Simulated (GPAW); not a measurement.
**A GW chain in GPAW: SnO2 (Cassiterite)**

Wanted: ground state, empty states, screening and self-energy for SnO2 (Cassiterite).

Program: GPAW 26.7.0. Level of theory: PBE and many-body steps on it, plane waves. Results are calculated unless marked as measured.

**What was measured.**

- Gap 3.6 eV: experimental gap quoted from earlier work; bulk crystal (quoted in “Study on the Photocatalytic Properties of Flower-Shaped SnO2”, 2022, pmc:9565917).

This is a report of a sequence of runs, with most program output left out.

## Step 1: Set-up

The structure is tetragonal, space group P4_2/mnm (No. 136). Conventional cell: a = 4.738 Å, b = 4.738 Å, c = 3.187 Å, α = 90.00°, β = 90.00°, γ = 90.00°. Nearest to Sn lie 6 O at 2.05 to 2.06 Å. O has 3 Sn at 2.05 to 2.06 Å nearest. Farther neighbours and most contacts between anions are not listed.

The cell and positions come from the Crystallography Open Database and are kept as given unless a step says otherwise.

## Step 2: Ground state

This step: GPAW 26.7.0; DFT, PBE, plane waves, PAW.

The ground-state density comes first.

Contents of run.py:

```python
import json
import numpy as np
from gpaw.mpi import world
from ase import Atoms
from gpaw import GPAW, PW, FermiDirac

atoms = Atoms(['Sn', 'Sn', 'O', 'O', 'O', 'O'],
    cell=[[4.7380000000, 0.0000000000, 0.0000000000],
      [0.0000000000, 4.7380000000, 0.0000000000],
      [0.0000000000, 0.0000000000, 3.1865000000]],
    scaled_positions=[[0.0000000000, 0.0000000000, 0.0000000000],
      [0.5000000000, 0.5000000000, 0.5000000000],
      [0.3071000000, 0.3071000000, 0.0000000000],
      [0.1929000000, 0.8071000000, 0.5000000000],
      [0.6929000000, 0.6929000000, 0.0000000000],
      [0.8071000000, 0.1929000000, 0.5000000000]],
    pbc=(True, True, True))
calc = GPAW(mode=PW(600),
    xc='PBE',
    kpts={'size': (6, 6, 8), 'gamma': True},
    occupations=FermiDirac(0.001),
    nbands=-9,
    convergence={'density': 1e-6, 'bands': -3},
    maxiter=100,
    txt='gs.txt')
atoms.calc = calc
res = {'energy': atoms.get_potential_energy()}
kpts = calc.get_ibz_k_points()
res['kpts'] = kpts
res['eigenvalues'] = [calc.get_eigenvalues(kpt=k) for k in range(len(kpts))]
res['n_electrons'] = calc.get_number_of_electrons()
calc.write('gs.gpw')

if world.rank == 0:
    with open('result.json', 'w') as f:
        json.dump(res, f, default=lambda x: x.tolist())
```

On the command line:

```bash
$ mpirun -n 8 gpaw python run.py
```

Wall time 25 s (8 MPI ranks of Arm Neoverse V2, shared host); peak memory 1.5 GiB; 3.3 min of CPU time.

Numbers from this step:

| Property | Result |
| --- | --- |
| total energy | -38.44 eV |
| gap | 1.311 eV |
| k of the valence top | 0, 0, 0 |
| k of the conduction bottom | 0, 0, 0 |
| least direct gap | 1.311 eV |

The gap is direct, at Γ.

## Step 3: Bands along the symmetry lines

The cheap functional maps the bands first; the places of the edges decide which points the dearer methods must see.

Contents of run.py:

```python
import json
import numpy as np
from gpaw.mpi import world
from gpaw import GPAW

path = [[0.000000, 0.000000, 0.000000],
    [0.000000, 0.062500, 0.000000],
    [0.000000, 0.125000, 0.000000],
    [0.000000, 0.187500, 0.000000],
    [0.000000, 0.250000, 0.000000],
    [0.000000, 0.312500, 0.000000],
    [0.000000, 0.375000, 0.000000],
    [0.000000, 0.437500, 0.000000],
    [0.000000, 0.500000, 0.000000],
    [0.062500, 0.500000, 0.000000],
    [0.125000, 0.500000, 0.000000],
    [0.187500, 0.500000, 0.000000],
    [0.250000, 0.500000, 0.000000],
    [0.312500, 0.500000, 0.000000],
    [0.375000, 0.500000, 0.000000],
    [0.437500, 0.500000, 0.000000],
    [0.500000, 0.500000, 0.000000],
    [0.437500, 0.437500, 0.000000],
    [0.375000, 0.375000, 0.000000],
    [0.312500, 0.312500, 0.000000],
    [0.250000, 0.250000, 0.000000],
    [0.187500, 0.187500, 0.000000],
    [0.125000, 0.125000, 0.000000],
    [0.062500, 0.062500, 0.000000],
    [0.000000, 0.000000, 0.000000],
    [0.000000, 0.000000, 0.062500],
    [0.000000, 0.000000, 0.125000],
    [0.000000, 0.000000, 0.187500],
    [0.000000, 0.000000, 0.250000],
    [0.000000, 0.000000, 0.312500],
    [0.000000, 0.000000, 0.375000],
    [0.000000, 0.000000, 0.437500],
    [0.000000, 0.000000, 0.500000],
    [0.000000, 0.062500, 0.500000],
    [0.000000, 0.125000, 0.500000],
    [0.000000, 0.187500, 0.500000],
    [0.000000, 0.250000, 0.500000],
    [0.000000, 0.312500, 0.500000],
    [0.000000, 0.375000, 0.500000],
    [0.000000, 0.437500, 0.500000],
    [0.000000, 0.500000, 0.500000],
    [0.062500, 0.500000, 0.500000],
    [0.125000, 0.500000, 0.500000],
    [0.187500, 0.500000, 0.500000],
    [0.250000, 0.500000, 0.500000],
    [0.312500, 0.500000, 0.500000],
    [0.375000, 0.500000, 0.500000],
    [0.437500, 0.500000, 0.500000],
    [0.500000, 0.500000, 0.500000],
    [0.437500, 0.437500, 0.500000],
    [0.375000, 0.375000, 0.500000],
    [0.312500, 0.312500, 0.500000],
    [0.250000, 0.250000, 0.500000],
    [0.187500, 0.187500, 0.500000],
    [0.125000, 0.125000, 0.500000],
    [0.062500, 0.062500, 0.500000],
    [0.000000, 0.000000, 0.500000],
    [0.000000, 0.500000, 0.000000],
    [0.000000, 0.500000, 0.062500],
    [0.000000, 0.500000, 0.125000],
    [0.000000, 0.500000, 0.187500],
    [0.000000, 0.500000, 0.250000],
    [0.000000, 0.500000, 0.312500],
    [0.000000, 0.500000, 0.375000],
    [0.000000, 0.500000, 0.437500],
    [0.000000, 0.500000, 0.500000],
    [0.500000, 0.500000, 0.000000],
    [0.500000, 0.500000, 0.062500],
    [0.500000, 0.500000, 0.125000],
    [0.500000, 0.500000, 0.187500],
    [0.500000, 0.500000, 0.250000],
    [0.500000, 0.500000, 0.312500],
    [0.500000, 0.500000, 0.375000],
    [0.500000, 0.500000, 0.437500],
    [0.500000, 0.500000, 0.500000]]
calc = GPAW('gs.gpw').fixed_density(kpts=path,
    symmetry='off',
    nbands=36,
    convergence={'bands': 32},
    txt='bands.txt')
res = {}
kpts = calc.get_ibz_k_points()
res['kpts'] = kpts
res['eigenvalues'] = [calc.get_eigenvalues(kpt=k) for k in range(len(kpts))]
res['n_electrons'] = calc.get_number_of_electrons()

if world.rank == 0:
    with open('result.json', 'w') as f:
        json.dump(res, f, default=lambda x: x.tolist())
```

On the command line:

```bash
$ mpirun -n 8 gpaw python run.py
```

The job ended after 21 s (8 MPI ranks; peak memory 1.6 GiB; 2.8 min of CPU time).

Numbers from this step:

```
gap                        : 1.311 eV
k of the valence top       : 0, 0, 0
k of the conduction bottom : 0, 0, 0
least direct gap           : 1.311 eV
```

The gap is 1.311 eV, as in the run before at this level.

Electronic bands along the path, in eV, zero at the top of the highest filled band:

```
    point  band 23  band 24  band 25  band 26  band 27  band 28  band 29  band 30
        Γ    -1.21    -0.77    -0.77     0.00     1.31     6.18     6.37     6.37
  halfway    -1.20    -1.18    -0.74    -0.28     2.60     5.72     6.63     6.81
        X    -1.17    -1.17    -0.63    -0.63     4.47     4.47     7.11     7.12
  halfway    -1.23    -1.23    -0.77    -0.77     4.67     4.67     7.34     7.34
        M    -1.29    -1.29    -0.89    -0.89     4.87     4.87     7.55     7.55
  halfway    -1.25    -1.17    -0.82    -0.48     3.37     5.46     7.00     7.09
        Γ    -1.21    -0.77    -0.77     0.00     1.31     6.18     6.37     6.37
  halfway    -2.50    -0.83    -0.83    -0.50     3.88     6.98     8.46     8.46
        Z    -1.65    -1.65    -1.25    -1.25     6.26     6.26     9.81     9.81
  halfway    -1.42    -1.42    -1.12    -1.12     6.37     6.37     8.86     8.86
        R    -1.10    -1.10    -0.68    -0.68     6.53     6.53     8.10     8.10
  halfway    -1.01    -1.01    -0.97    -0.97     5.56     5.56     8.74     8.74
        A    -0.97    -0.97    -0.83    -0.83     4.96     4.96     8.91     8.91
  halfway    -1.26    -1.24    -1.04    -0.96     5.73     6.27     8.06     9.95
        Z    -1.65    -1.65    -1.25    -1.25     6.26     6.26     9.81     9.81
jump to X    -1.17    -1.17    -0.63    -0.63     4.47     4.47     7.11     7.12
  halfway    -1.25    -1.25    -0.83    -0.83     5.62     5.62     8.81     8.81
        R    -1.10    -1.10    -0.68    -0.68     6.53     6.53     8.10     8.10
jump to M    -1.29    -1.29    -0.89    -0.89     4.87     4.87     7.55     7.55
  halfway    -0.86    -0.86    -0.85    -0.85     5.20     5.20     8.84     8.84
        A    -0.97    -0.97    -0.83    -0.83     4.96     4.96     8.91     8.91
```

## Step 4: Empty states on the mesh, 4×4×6 mesh, 469 bands

The sums over transitions need many empty states on a uniform mesh; this step solves for them.

Contents of run.py:

```python
import json
import numpy as np
from gpaw.mpi import world
from gpaw import GPAW

calc = GPAW('gs.gpw').fixed_density(kpts={'size': (4, 4, 6), 'gamma': True},
    parallel={'domain': 1, 'band': 1},
    txt='nscf.txt')
calc.diagonalize_full_hamiltonian(nbands=469)
calc.write('full.gpw', mode='all')
res = {}
kpts = calc.get_ibz_k_points()
res['kpts'] = kpts
res['eigenvalues'] = [calc.get_eigenvalues(kpt=k) for k in range(len(kpts))]
res['n_electrons'] = calc.get_number_of_electrons()

if world.rank == 0:
    with open('result.json', 'w') as f:
        json.dump(res, f, default=lambda x: x.tolist())
```

On the command line:

```bash
$ mpirun -n 8 gpaw python run.py
```

It took 60 s on 8 MPI ranks; peak memory 5.3 GiB; 8 min of CPU time.

This step gave:

| Item | Value |
| --- | --- |
| gap | 1.311 eV |
| k of the valence top | 0, 0, 0 |
| k of the conduction bottom | 0, 0, 0 |
| least direct gap | 1.311 eV |
| k points computed | 28 |
| lowest point of the top converged band, above the valence top | 181.6619 eV |

On this mesh the gap is 1.311 eV.

## Step 5: Screening and self-energy, 4×4×6 mesh, 213 bands, screening to 120 eV

Now the one-shot GW correction: screening in the RPA, then the self-energy of the levels asked for.

This step: G0W0 on PBE, plane waves, PAW.

Contents of run.py:

```python
import json
import numpy as np
from gpaw.mpi import world
from gpaw.response.g0w0 import G0W0

gw = G0W0('full.gpw',
    filename='gw',
    kpts=[0],
    bands=(24, 28),
    ecut=120,
    nbands=213,
    integrate_gamma='WS',
    ppa=True)
gw.calculate()
res = {mode: {k: v for k, v in r.items() if k != 'sigma_eskwn'}
       for mode, r in gw.all_results.items()}

if world.rank == 0:
    with open('result.json', 'w') as f:
        json.dump(res, f, default=lambda x: x.tolist())
```

On the command line:

```bash
$ mpirun -n 8 gpaw python run.py
```

Run time: 4.3 min. Hardware: 8 MPI ranks; peak memory 3.4 GiB.

Numbers from this step:

| Property | Result |
| --- | --- |
| G0W0 gap on the points computed | 3.076 eV |
| least direct G0W0 gap on the computed points | 3.076 eV |
| Z at the valence top | 0.7783 |
| Z at the conduction bottom | 0.8392 |
| starting gap on the mesh | 1.311 eV |
| k of the valence top | 0, 0, 0 |
| k of the conduction bottom | 0, 0, 0 |

The gap on the mesh goes from 1.31 eV to 3.08 eV, a correction of +1.76 eV.

Limits: finite bands, cutoff and mesh; no spin-orbit coupling. v1 is the top filled band, c1 the lowest empty one. The levels before and after the correction (eV, zero at the valence-band top of each column):

```
           conduction bottom  valence top
Kohn-Sham               1.31         0.00
     G0W0               3.08         0.00
```

```
           level  energy (eV)
Kohn-Sham   Γ v2       -0.772
Kohn-Sham   Γ v1        0.000
Kohn-Sham   Γ c1        1.311
Kohn-Sham   Γ c2        6.184
     G0W0   Γ v2       -0.732
     G0W0   Γ v1        0.000
     G0W0   Γ c1        3.076
     G0W0   Γ c2        8.335
```

## Step 6: Where the time went

Times are wall times on 8 MPI ranks of Arm Neoverse V2, shared host, good to a factor of about two.

```
                          step     time  share  memory (GiB)
                  ground state     25 s    7 %           1.5
bands along the symmetry lines     21 s    6 %           1.6
      empty states on the mesh     60 s   17 %           5.3
     screening and self-energy  4.3 min   71 %           3.4
```

## Step 7: Results

```json
{
  "PBE gap": "1.31 eV, direct",
  "G0W0 gap on the mesh": "3.08 eV",
  "GW settings": "4×4×6 mesh, 213 bands, screening to 120 eV, Godby-Needs plasmon pole",
  "known limits": "not at the basis limit; no spin-orbit coupling"
}
```

G0W0 moves the gap on the mesh from 1.31 eV to 3.08 eV (+1.76 eV), with Z of 0.78 and 0.84 at the edges. Only 1 of the mesh's irreducible points was corrected, so a valley elsewhere could overtake. The dearest step here is «screening and self-energy». Against experiment, by G0W0@PBE: the gap of 3.08 eV lies −0.52 eV from the measured 3.6 eV (kind not stated, quoted 2022). The calculation has static nuclei and no excitons; a measured gap holds zero-point and thermal motion, which mostly lowers it. Against the values above the computed gap that would widen the miss. An edge that is forbidden or weak in absorption could explain it, and so could too strong a screening: the start's gap is only 1.31 eV, and one shot does not repair that. Bands and cutoff are finite, so the gap is not at the basis limit. The miss can reach some tenths of an eV and take either sign; the mesh is an error of its own. These stock PAW sets were not made for GW. In the G0W0 run levels were corrected at 1 k point alone, so a gap called «on the mesh» is the least over those, and an edge elsewhere would be missed. The many-body steps are scalar-relativistic: spin-orbit coupling is not in them.

[Paths, hosts, dates, memory and timing lines, banners, echoed tables and standing remarks are left out of the program output.]

[Logs are printed without paths, hosts, clocks, repeated set-up lines and the standing remarks that a program may print on its own settings, such as how far it seeks lower states.]

[Runs of the session that timed out or met a known fault of the program may be left out.]

[Hosts, paths, dates, database ids (printed as entryN), source tags and the programs' standing remarks are cut or masked in the printed files.]
